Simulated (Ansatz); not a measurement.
# S on W(100): change of the work function, part 2 of 3

Wanted: Δφ(θ) for S/W(100), starting from the hollow site.

Ansatz 0.2.0; plane-wave DFT, PBE, Ansatz PAW.

So far, work function, upper face (eV): step 2 (the clean slab) 4.14.

**3. The covered slab, k-mesh 6×6×1, coverage 0.25 ML**

System of this step: W20S (S/W(100)). The cell holds 21 atoms: 20 W and 1 S. Its edges and angles: a = 6.320 Å, b = 6.320 Å, c = 25.837 Å, α = 90.0°, β = 90.0°, γ = 90.0°. Vacuum lies along c.

The clean slab as it ended is repeated in the plane and the adsorbate is set on one face; the cell's size fixes the coverage, and the k-mesh shrinks with it to keep the sampling density about even. Adsorbate and upper layers relax, since the dipole depends on the height.

File input.yaml:

```yaml
crystal:
  lattice:
    - [6.32, 0.0, 0.0]
    - [0.0, 6.32, 0.0]
    - [0.0, 0.0, 25.8374062484]
  atoms:
    - { symbol: W, position: [0.0, 0.0, 0.3483321783] }
    - { symbol: W, position: [0.25, 0.25, 0.4094838273] }
    - { symbol: W, position: [0.0, 0.0, 0.470603297] }
    - { symbol: W, position: [0.25, 0.25, 0.534255869] }
    - { symbol: W, position: [0.0, 0.0, 0.5896182525] }
    - { symbol: W, position: [0.0, 0.5, 0.3483321783] }
    - { symbol: W, position: [0.25, 0.75, 0.4094838273] }
    - { symbol: W, position: [0.0, 0.5, 0.470603297] }
    - { symbol: W, position: [0.25, 0.75, 0.534255869] }
    - { symbol: W, position: [0.0, 0.5, 0.5896182525] }
    - { symbol: W, position: [0.5, 0.0, 0.3483321783] }
    - { symbol: W, position: [0.75, 0.25, 0.4094838273] }
    - { symbol: W, position: [0.5, 0.0, 0.470603297] }
    - { symbol: W, position: [0.75, 0.25, 0.534255869] }
    - { symbol: W, position: [0.5, 0.0, 0.5896182525] }
    - { symbol: W, position: [0.5, 0.5, 0.3483321783] }
    - { symbol: W, position: [0.75, 0.75, 0.4094838273] }
    - { symbol: W, position: [0.5, 0.5, 0.470603297] }
    - { symbol: W, position: [0.75, 0.75, 0.534255869] }
    - { symbol: W, position: [0.5, 0.5, 0.5896182525] }
    - { symbol: S, position: [0.25, 0.25, 0.6516678217] }
kpoints:
  mp_grid: { grid: [6, 6, 1] }
hamiltonian:
  xc: pbe
scf:
  occupations: { method: fermi_dirac, width: 0.1 }
  convergence: { dr2_threshold: 1.0e-08 }
efield:
  axis: 3
  dipole_correction: true
  ramp_position: 0.97
  ramp_width: 0.06
relax:
  f_tol: 0.02
  max_steps: 60
  constraints: [{ sites: [0, 1, 5, 6, 10, 11, 15, 16] }]
output:
  dos: { projected: true, e_range: [-8, 4] }
  write_potential: true
  write_density: true
  volumetric_format: npy
  elf: true
```

On the command line:

```
$ ansatz run input.yaml --threads 4 --pin off --max-ram 6144MiB --backend cpu --events-out ev --progress --plain --runs-dir out
```

Numbers of over 12 decimals in the logs are rounded to 6 here.

Log:

```text
[...]
Crystal: 21 atoms, lattice volume = 1032.008 Å³
Basis set: ecut = 420 eV, 20227 PW (Γ), exchange–correlation on 90×90×360 points (8 copies of the dense FFT grid, shifted against one another)
Bands: 172, of which v1, the nominal top of the filled ones, is band 143 counted from 1 (142 counted from 0)
Symmetry: 8 space group operations
[...]
k-points: 10 of 36
[...]
SCF iter   1: F=—  HF=-208581.530620 eV  |F-HF|=—  |Δ(HF+E_count)|=         —  Δρ=5.99e-3  dr2=7.86e-1  ethr=1.77e-3  p=-0.062 e·Å  D=-1.09e-2 V/Å  ΔV_dip=0.28 eV  dr2_dipole=1.52e-2  V_vac-E_F(+/−)=4.58/4.30 eV  ⟨swp⟩=10.4  Hψ=8760  notcnv=0
[...]
SCF iter  10: F=-208581.427613 eV  HF=-208581.427613 eV  |F-HF|=1.18e-8  |Δ(HF+E_count)|=   4.76e-8  Δρ=5.63e-7  dr2=7.78e-9  ethr=3.50e-12  p=-0.050 e·Å  D=-8.71e-3 V/Å  ΔV_dip=0.23 eV  dr2_dipole=5.21e-12  V_vac-E_F(+/−)=4.49/4.27 eV  ⟨swp⟩=12.3  Hψ=13419  notcnv=0
SCF 1 converged in 10 iterations: F = -208581.427613 eV  dr2 = 7.78e-9
[...]
relax step   1: F+E_penalty+E_count = -208581.42761347 eV  Δ(F+E_penalty+E_count) = +0.000e0 eV  max|allowed force component| = 1.865e0 eV/Å  Δτ_max = 0.0000 Å  (10 SCF iters, accepted)
[...]
iter 1 solved again at ethr=3.36e-4 eV; its pass at ethr=3.10e-3 eV (dr2=9.60e-1 eV) is discarded
[...]
SCF iter  10: F=-208581.835051 eV  HF=-208581.835051 eV  |F-HF|=4.31e-9  |Δ(HF+E_count)|=   3.18e-8  Δρ=4.50e-7  dr2=7.02e-9  ethr=3.50e-12  p=-0.004 e·Å  D=-7.02e-4 V/Å  ΔV_dip=0.02 eV  dr2_dipole=1.90e-10  V_vac-E_F(+/−)=4.28/4.26 eV  ⟨swp⟩=12.0  Hψ=13266  notcnv=0
SCF 2 converged in 10 iterations: F = -208581.835051 eV  dr2 = 7.02e-9
relax step   2: F+E_penalty+E_count = -208581.83505067 eV  Δ(F+E_penalty+E_count) = -4.074e-1 eV  max|allowed force component| = 5.645e-1 eV/Å  Δτ_max = 0.1949 Å  (10 SCF iters, accepted)
SCF iter   1: F=—  HF=-208581.900419 eV  |F-HF|=—  |Δ(HF+E_count)|=         —  Δρ=3.24e-3  dr2=2.90e-1  ethr=1.54e-3  p=-0.004 e·Å  D=-7.02e-4 V/Å  ΔV_dip=0.02 eV  dr2_dipole=4.64e-2  V_vac-E_F(+/−)=4.28/4.26 eV  ⟨swp⟩=4.6  Hψ=3428  notcnv=0
[...]
SCF iter  10: F=-208581.873253 eV  HF=-208581.873253 eV  |F-HF|=9.20e-9  |Δ(HF+E_count)|=   1.66e-8  Δρ=3.56e-7  dr2=2.86e-9  ethr=3.50e-12  p=0.013 e·Å  D=2.21e-3 V/Å  ΔV_dip=-0.06 eV  dr2_dipole=2.86e-14  V_vac-E_F(+/−)=4.21/4.26 eV  ⟨swp⟩=12.2  Hψ=13218  notcnv=0
SCF 3 converged in 10 iterations: F = -208581.873253 eV  dr2 = 2.86e-9
relax step   3: F+E_penalty+E_count = -208581.87325261 eV  Δ(F+E_penalty+E_count) = -3.820e-2 eV  max|allowed force component| = 2.225e-1 eV/Å  Δτ_max = 0.1296 Å  (10 SCF iters, accepted)
[... from here on, the SCF cycles and remarks between the steps are left out ...]
relax step   4: F+E_penalty+E_count = -208581.89236526 eV  Δ(F+E_penalty+E_count) = -1.911e-2 eV  max|allowed force component| = 1.240e-1 eV/Å  Δτ_max = 0.0316 Å  (9 SCF iters, accepted)
relax step   5: F+E_penalty+E_count = -208581.91308498 eV  Δ(F+E_penalty+E_count) = -2.072e-2 eV  max|allowed force component| = 2.605e-1 eV/Å  Δτ_max = 0.0316 Å  (9 SCF iters, accepted)
relax step   6: F+E_penalty+E_count = -208581.94930566 eV  Δ(F+E_penalty+E_count) = -3.622e-2 eV  max|allowed force component| = 2.940e-1 eV/Å  Δτ_max = 0.0493 Å  (9 SCF iters, accepted)
relax step   7: F+E_penalty+E_count = -208581.98562874 eV  Δ(F+E_penalty+E_count) = -3.632e-2 eV  max|allowed force component| = 4.314e-1 eV/Å  Δτ_max = 0.0493 Å  (9 SCF iters, accepted)
relax step   8: F+E_penalty+E_count = -208581.96546552 eV  Δ(F+E_penalty+E_count) = +2.016e-2 eV  max|allowed force component| = 1.300e0 eV/Å  Δτ_max = 0.1951 Å  (10 SCF iters, rejected (line search))
relax step   9: F+E_penalty+E_count = -208582.03824862 eV  Δ(F+E_penalty+E_count) = -5.262e-2 eV  max|allowed force component| = 1.541e-1 eV/Å  Δτ_max = 0.0893 Å  (10 SCF iters, accepted)
relax step  10: F+E_penalty+E_count = -208582.04043381 eV  Δ(F+E_penalty+E_count) = -2.185e-3 eV  max|allowed force component| = 3.119e-2 eV/Å  Δτ_max = 0.0202 Å  (9 SCF iters, accepted)
SCF iter   1: F=—  HF=-208582.041776 eV  |F-HF|=—  |Δ(HF+E_count)|=         —  Δρ=3.77e-4  dr2=3.76e-3  ethr=1.19e-5  p=0.041 e·Å  D=7.12e-3 V/Å  ΔV_dip=-0.18 eV  dr2_dipole=5.30e-4  V_vac-E_F(+/−)=4.07/4.25 eV  ⟨swp⟩=2.0  Hψ=2838  notcnv=0
[...]
SCF iter   8: F=-208582.040897 eV  HF=-208582.040897 eV  |F-HF|=4.89e-9  |Δ(HF+E_count)|=   2.03e-8  Δρ=2.88e-7  dr2=2.08e-9  ethr=3.50e-12  p=0.042 e·Å  D=7.29e-3 V/Å  ΔV_dip=-0.19 eV  dr2_dipole=2.12e-10  V_vac-E_F(+/−)=4.06/4.25 eV  ⟨swp⟩=12.1  Hψ=12827  notcnv=0
SCF 11 converged in 8 iterations: F = -208582.040897 eV  dr2 = 2.08e-9
relax step  11: F+E_penalty+E_count = -208582.04089729 eV  Δ(F+E_penalty+E_count) = -4.635e-4 eV  max|allowed force component| = 1.015e-2 eV/Å  Δτ_max = 0.0070 Å  (8 SCF iters, accepted)
NSCF: frozen V_eff on 10 k-points
[...]
SCF converged after 8 iterations
Free energy (F): -208582.040897 eV
[...]
Internal energy: -208581.425030 eV  (E = F + TS)
E sigma→0 (E₀):  -208581.732964 eV
Entropy (-TS):   -0.615867 eV (-29.327 meV/atom)
Fermi energy:    4.359468 eV
Dipole field:    D = 0.007280 V/Å  (p = 0.041520 e·Å, saw-weighted, corrected)
Work function:   Φ+ = 4.0650 eV   Φ− = 4.2531 eV
[...]
--- Forces (eV/Å), atoms counted from 1 ---
  atom   1  W     -0.01526512    -0.01526512     1.26593225
  atom   2  W     -0.00000000     0.00000000    -1.10526751
  atom   3  W     -0.00002839    -0.00002839    -0.00039869
  atom   4  W     -0.00000000     0.00000000    -0.00525501
  atom   5  W     -0.00126281    -0.00126281     0.00346525
  atom   6  W     -0.01526512     0.01526512     1.26593225
  atom   7  W     -0.00000000    -0.00000000    -1.20741235
  atom   8  W     -0.00002839     0.00002839    -0.00039869
  atom   9  W      0.00000000     0.00000000     0.00702309
  atom  10  W     -0.00126281     0.00126281     0.00346525
  atom  11  W      0.01526512    -0.01526512     1.26593225
  atom  12  W     -0.00000000    -0.00000000    -1.20741235
  atom  13  W      0.00002839    -0.00002839    -0.00039869
  atom  14  W      0.00000000     0.00000000     0.00702309
  atom  15  W      0.00126281    -0.00126281     0.00346525
  atom  16  W      0.01526512     0.01526512     1.26593225
  atom  17  W     -0.00000000    -0.00000000    -1.55306372
  atom  18  W      0.00002839     0.00002839    -0.00039869
  atom  19  W     -0.00000000     0.00000000    -0.01014776
  atom  20  W      0.00126281     0.00126281     0.00346525
  atom  21  S     -0.00000000    -0.00000000    -0.00144894
  max |Σ_I F_I| component: 3.38e-5 eV/Å
--- Band table (eV; the first three rows and the last of 10) ---
  k-point 0: bands = [... 139 lower, 4.1350, 4.2794, 4.3625, 4.3625, 4.4523, 4.5185, 4.5185, 4.8760, ... 25 higher]
  k-point 1: bands = [... 139 lower, 4.0730, 4.1995, 4.2586, 4.4608, 4.4725, 4.6426, 4.6924, 4.8074, ... 25 higher]
  k-point 2: bands = [... 139 lower, 4.0047, 4.2443, 4.3478, 4.5370, 4.5975, 4.6587, 4.6786, 4.7973, ... 25 higher]
  k-point 9: bands = [... 139 lower, 3.8943, 4.0913, 4.1434, 4.1457, 4.1457, 4.1497, 4.1559, 4.2326, ... 25 higher]
--- Relaxed structure (11 steps of the walk, 10 accepted, 0 SCFs on fresh bases) ---
  F+E_penalty+E_count = -208582.04089729 eV   max|allowed force component| = 1.015e-2 eV/Å
  atoms:
    - { symbol: W, position: [0.0, 0.0, 0.3483321783] }
    - { symbol: W, position: [0.250000, 0.250000, 0.409484] }
    - { symbol: W, position: [-3.867660795833777e-6, -3.8676607958335715e-6, 0.470935] }
    - { symbol: W, position: [0.250000, 0.250000, 0.532840] }
    - { symbol: W, position: [-0.00999049, -0.00999049, 0.591809] }
    - { symbol: W, position: [0.0, 0.500000, 0.3483321783] }
    - { symbol: W, position: [0.250000, 0.75, 0.409484] }
    - { symbol: W, position: [-3.867660795833434e-6, 0.500004, 0.470935] }
    - { symbol: W, position: [0.250000, 0.75, 0.533771] }
    - { symbol: W, position: [-0.00999049, 0.509990, 0.591809] }
    - { symbol: W, position: [0.500000, 0.0, 0.3483321783] }
    - { symbol: W, position: [0.75, 0.250000, 0.409484] }
    - { symbol: W, position: [0.500004, -3.867660795833777e-6, 0.470935] }
    - { symbol: W, position: [0.75, 0.250000, 0.533771] }
    - { symbol: W, position: [0.509990, -0.00999049, 0.591809] }
    - { symbol: W, position: [0.500000, 0.500000, 0.3483321783] }
    - { symbol: W, position: [0.75, 0.75, 0.409484] }
    - { symbol: W, position: [0.500004, 0.500004, 0.470935] }
    - { symbol: W, position: [0.75, 0.75, 0.532279] }
    - { symbol: W, position: [0.509990, 0.509990, 0.591809] }
    - { symbol: S, position: [0.250000, 0.250000, 0.631109] }
```

Elapsed: 11 min, on 4 threads of Arm Neoverse V1, shared host; peak memory 4.2 GiB; 43 min of CPU time.

Relaxation path:

```tsv
step	energy less that of the first step (eV)	largest force component (eV/Å)
1	0.0000	1.8645
2	-0.4074	0.5645
3	-0.4456	0.2225
4	-0.4648	0.1240
5	-0.4855	0.2605
6	-0.5217	0.2940
7	-0.5580	0.4314
8	-0.5379	1.2999
9	-0.6106	0.1541
10	-0.6128	0.0312
11	-0.6133	0.0101
```

Relaxation step 8 was tried and not accepted.

Forces are held to the 8 operations that the run works with; a distortion that breaks them can't arise in this run.

The atoms that moved most (Å):

```tsv
atom	dx	dy	dz	length
S21	0.000	0.000	-0.531	0.531
W20	0.063	0.063	0.057	0.106
W15	0.063	-0.063	0.057	0.106
W10	-0.063	0.063	0.057	0.106
W5	-0.063	-0.063	0.057	0.106
W19	0.000	0.000	-0.051	0.051
W4	0.000	0.000	-0.037	0.037
W9	0.000	0.000	-0.013	0.013
```

Final coordinates:

```xyz
21
Lattice="6.3200 0.0000 0.0000 0.0000 6.3200 0.0000 0.0000 0.0000 25.8374" Properties=species:S:1:pos:R:3
W     0.0000    0.0000    9.0000
W     1.5800    1.5800   10.5800
W     0.0000    0.0000   12.1678
W     1.5800    1.5800   13.7672
W    -0.0631   -0.0631   15.2908
W     0.0000    3.1600    9.0000
W     1.5800    4.7400   10.5800
W     0.0000    3.1600   12.1678
W     1.5800    4.7400   13.7913
W    -0.0631    3.2231   15.2908
W     3.1600    0.0000    9.0000
W     4.7400    1.5800   10.5800
W     3.1600    0.0000   12.1678
W     4.7400    1.5800   13.7913
W     3.2231   -0.0631   15.2908
W     3.1600    3.1600    9.0000
W     4.7400    4.7400   10.5800
W     3.1600    3.1600   12.1678
W     4.7400    4.7400   13.7527
W     3.2231    3.2231   15.2908
S     1.5800    1.5800   16.3062
```

This step gave:

| Quantity | Value |
| --- | --- |
| energy at zero smearing | -208581.7330 eV |
| work function, upper face | 4.065 eV |
| work function, lower face | 4.253 eV |
| dipole along the normal | 0.04152 e·Å |
| step between the vacuum levels | -0.1881 eV |

Running mean over 1.58 Å of the planar mean; the ramp of the sawtooth is left out. Table of electron's electrostatic potential energy less the Fermi level by z:

```tsv
z (Å)	electron's electrostatic potential energy less the Fermi level (eV)
3.5	4.25
4.0	4.25
4.5	4.25
5.0	4.24
5.5	4.22
6.0	4.16
6.5	3.97
7.0	3.42
7.5	1.70
8.0	-2.56
8.5	-7.96
9.0	-11.3
9.5	-12.1
10.0	-12.4
10.5	-12.5
11.0	-12.6
11.5	-12.6
12.0	-12.6
12.5	-12.5
13.0	-12.5
13.5	-12.6
14.0	-13.0
14.5	-13.2
15.0	-13.0
15.5	-11.7
16.0	-7.73
16.5	-2.48
17.0	1.24
17.5	3.05
18.0	3.80
18.5	4.00
19.0	4.05
19.5	4.06
20.0	4.06
20.5	4.06
21.0	4.06
21.5	4.06
22.0	4.06
22.5	4.06
```

The density of states has structure finer than the step of the table below, so its rows give means over 0.5 eV, whole bins alone (the curve runs from -8 to 1.98 eV). Peaks (eV: height): -3.55: 41.3, -3.10: 44.2, -2.41: 44.1, -0.63: 62.8, 1.02: 57.0, 1.38: 40.7, 1.95: 41.2.

Density of states against energy, zero at the Fermi level; means over each step:

```tsv
energy (eV)	density of states (states/eV a cell)
-7.5	1.42
-7.0	3.35
-6.5	8.13
-6.0	8.77
-5.5	11.8
-5.0	13.6
-4.5	12.7
-4.0	21.7
-3.5	20.0
-3.0	29.5
-2.5	25.8
-2.0	23.2
-1.5	20.6
-1.0	14.0
-0.5	22.9
0.0	18.3
0.5	18.7
1.0	22.0
1.5	28.7
```

Projected DOS per atom over height of the atomic layer and energy from the Fermi level. Layers: W4 W4 W4 W4 W4 S from below.

Values in states/eV, 22 rows by 6 columns, each cell a mean:
```
1.71 1.39 1.20 1.27 1.26 0.24
1.64 0.92 1.18 0.98 1.44 0.18
1.20 0.58 0.82 0.58 1.35 0.26
1.45 0.46 0.77 0.42 1.23 0.25
2.09 0.38 0.48 0.31 1.11 0.12
1.96 0.63 0.37 0.55 1.69 0.16
0.95 0.53 0.31 0.52 1.01 0.14
1.12 0.82 0.75 0.80 0.97 0.15
1.29 1.07 1.24 0.95 1.19 0.21
1.46 1.24 1.32 1.06 1.24 0.28
1.17 1.53 1.36 1.42 1.01 0.35
0.56 1.16 0.99 1.57 1.27 0.58
0.58 1.06 0.93 1.14 0.88 0.83
1.24 1.42 1.04 0.99 0.63 0.22
0.38 0.66 0.91 0.68 0.32 0.51
0.30 0.76 1.12 0.79 0.30 0.46
0.25 0.67 0.87 0.70 0.32 0.97
0.15 0.34 0.44 0.47 0.34 1.86
0.12 0.24 0.23 0.39 0.50 2.55
0.10 0.20 0.17 0.24 0.24 0.66
0.02 0.08 0.12 0.10 0.05 0.10
0.02 0.07 0.11 0.09 0.04 0.05
```
Columns: height of the atomic layer (Å) from 9 to 16.3 (not evenly spaced); rows upwards: energy from the Fermi level (eV) from -7.96 to 1.95.

Valence density in the ca plane at fractional y = 0.250, with atoms of W and S within 0.2 Å of it. It is the smooth field of the valence electrons, not physical close to the nuclei.

Ten steps, logarithmic in the rise over the least value, from '0' (0.0 e/Å³) to '9' (4.9 e/Å³), each cell a mean:
```
12334444444444444444333221000000000000000000
12334456654444456654432211000000000000000000
12234579985444589985432110000000000000000000
11233699996434699996432110000000000000000000
11233699996434699996432110000000000000000000
12234579985444589985432110000000000000000000
12334456654444456654432211000000000000000000
12334444444444444444333221000000000000000000
12334444444444444443333322100000000000000000
12334444444444444444344443210000000000000000
12234468875444578864456665420000000000000000
11233589996444699986456666521000000000000000
11233699997444799996566456531000000000000000
11233589996444699986456666521000000000000000
12234468875444568864445665420000000000000000
12334444444444444444344443210000000000000000
12334444444444444443333322100000000000000000
```
Columns run along c (16.0 Å, from fractional 0.30 to 0.92 of the cell), rows up along a (6.3 Å). Atoms in or near the plane, at fractional coordinates: W at (0.41, 0.25), W at (0.53, 0.25), W at (0.41, 0.75), W at (0.53, 0.75), S at (0.63, 0.25).

ELF in the ca plane at fractional y = 0.250, with atoms of W and S within 0.2 Å of it. It is the smooth field of the valence electrons, not physical close to the nuclei.

Values, 9 rows by 16 columns, each cell a mean:
```
0.38 0.45 0.29 0.32 0.46 0.34 0.27 0.42 0.31 0.13 0.02 0.00 0.00 0.00 0.00 0.00
0.33 0.35 0.49 0.46 0.35 0.43 0.51 0.32 0.31 0.12 0.02 0.00 0.00 0.00 0.00 0.00
0.33 0.32 0.48 0.46 0.31 0.44 0.48 0.29 0.31 0.11 0.02 0.00 0.00 0.00 0.00 0.00
0.37 0.45 0.30 0.32 0.45 0.33 0.29 0.42 0.31 0.12 0.02 0.00 0.00 0.00 0.00 0.00
0.40 0.44 0.35 0.39 0.44 0.41 0.32 0.35 0.41 0.33 0.06 0.00 0.00 0.00 0.00 0.00
0.35 0.42 0.38 0.36 0.44 0.36 0.39 0.39 0.74 0.77 0.25 0.01 0.00 0.00 0.00 0.00
0.32 0.29 0.44 0.44 0.28 0.43 0.44 0.43 0.31 0.80 0.39 0.02 0.00 0.00 0.00 0.00
0.34 0.39 0.45 0.42 0.41 0.40 0.47 0.40 0.70 0.80 0.29 0.01 0.00 0.00 0.00 0.00
0.39 0.44 0.32 0.36 0.45 0.39 0.30 0.34 0.50 0.44 0.09 0.00 0.00 0.00 0.00 0.00
```
Columns run along c (16.0 Å, from fractional 0.30 to 0.92 of the cell), rows up along a (6.3 Å). Atoms in or near the plane, at fractional coordinates: W at (0.41, 0.25), W at (0.53, 0.25), W at (0.41, 0.75), W at (0.53, 0.75), S at (0.63, 0.25).

Electrostatic potential energy in the ca plane at fractional y = 0.250, with atoms of W and S within 0.2 Å of it. With pseudopotentials it is smooth inside the atoms' cores, unlike the true potential.

Ten even steps from '0' (-56 eV) to '9' (9 eV), each cell a mean:
```
99999998899999998899999999999999999999999999
99999876678999876678999999999999999999999999
99999741137999731147999999999999999999999999
99999610015898510015899999999999999999999999
99999610015898510015899999999999999999999999
99999741137999741147999999999999999999999999
99999876678999876678999999999999999999999999
99999998899999998899999999999999999999999999
99999999999999999999999999999999999999999999
99999987789999987789999889999999999999999999
99999863358999853368987557999999999999999999
99999720016898620026874334899999999999999999
99999610005898500015873443799999999999999999
99999720026898620026874334899999999999999999
99999863358999853368987557999999999999999999
99999988789999987889999899999999999999999999
99999999999999999999999999999999999999999999
```
Columns run along c (16.0 Å, from fractional 0.30 to 0.92 of the cell; values clipped at the 3rd and 97th percentile), rows up along a (6.3 Å). Atoms in or near the plane, at fractional coordinates: W at (0.41, 0.25), W at (0.53, 0.25), W at (0.41, 0.75), W at (0.53, 0.75), S at (0.63, 0.25).

The relaxation took 11 steps and lowered the energy by 0.61 eV; the largest force on the free atoms ends at 0.010 eV/Å.

By hand: a sheet of dipoles makes a step −p/(ε₀A) in the electron's potential. With e/ε₀ = 180.95 V·Å, p = 0.04152 e·Å and A = 39.94 Å², that is −180.95 × (0.04152) / 39.94 = -0.188 eV, and the two vacuum levels of the run differ by -0.188 eV.

The covered face has 4.07 eV, -0.08 eV against the clean one; the bare back face has moved by +0.00 eV, a measure of how thin the slab is.

(Part 2 of 3 ends here.)

[Logs are printed without paths, hosts, clocks, repeated set-up lines and the standing remarks that a program may print on its own settings, such as how far it seeks lower states.]

[Hosts, paths, dates, database ids (printed as entryN), source tags and the programs' standing remarks are cut or masked in the printed files.]

[Maps of the electrostatic potential energy from Ansatz leave out the sawtooth potential of an applied field or a dipole correction, so their vacuum need not be flat; planar profiles and work functions include it.]

[The density of states shown here was stored with 400 of the rows of the run's finer table, so its peaks can read low, often by over a quarter, or be missed, and its means over a window can be off by a tenth or more.]
